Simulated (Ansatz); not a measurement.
In doubt: masses and optical values from hybrid runs of this build are listed as unsure (in some of the runs), which bears on the screening that GW takes from such a start.

The crystal is LiMgBN2 (I-4m2).

```xyz
5
Lattice="-1.9097 1.9097 4.4435 1.9097 -1.9097 4.4435 1.9097 1.9097 -4.4435" Properties=species:S:1:pos:R:3 pbc="T T T"
Li    1.9097    0.0000    2.2218
Mg    0.0000    1.9097    2.2218
B     0.0000    0.0000    4.4435
N     0.0000    0.0000    5.7878
N     0.0000    0.0000    3.0992
```

The cell and positions are those that the Materials Project relaxed with its own functionals (PBE, PBE+U or r2SCAN), kept fixed.

Gaps computed with Ansatz 0.2.0 without a self-energy: HSE06 3.72 eV, r2SCAN 2.87 eV and PBE0 4.43 eV.

Question: Estimate the G0W0@HSE06 gap with 6×6×6 mesh, 513 empty bands, screening to 230 eV, PAW set soft_1 files.

About 4.97 eV: on its mesh the run moves the gap from 3.72 eV by +1.25 eV. Among the scalar-relativistic levels given, PBE0 is nearest (−0.54 eV). Bands and cutoff are finite, so the gap is not at the basis limit. The miss can reach some tenths of an eV and take either sign; the mesh is an error of its own.

[Paths, hosts, dates, memory and timing lines, banners, echoed tables and standing remarks are left out of the program output.]

[Logs are printed without paths, hosts, clocks, repeated set-up lines and the standing remarks that a program may print on its own settings, such as how far it seeks lower states.]

[Runs of the session that timed out or met a known fault of the program may be left out.]

[Cells called generated may have been cut or substituted from an entry of the Crystallography Open Database or the Materials Project.]

[Hosts, paths, dates, database ids (printed as entryN), source tags and the programs' standing remarks are cut or masked in the printed files.]
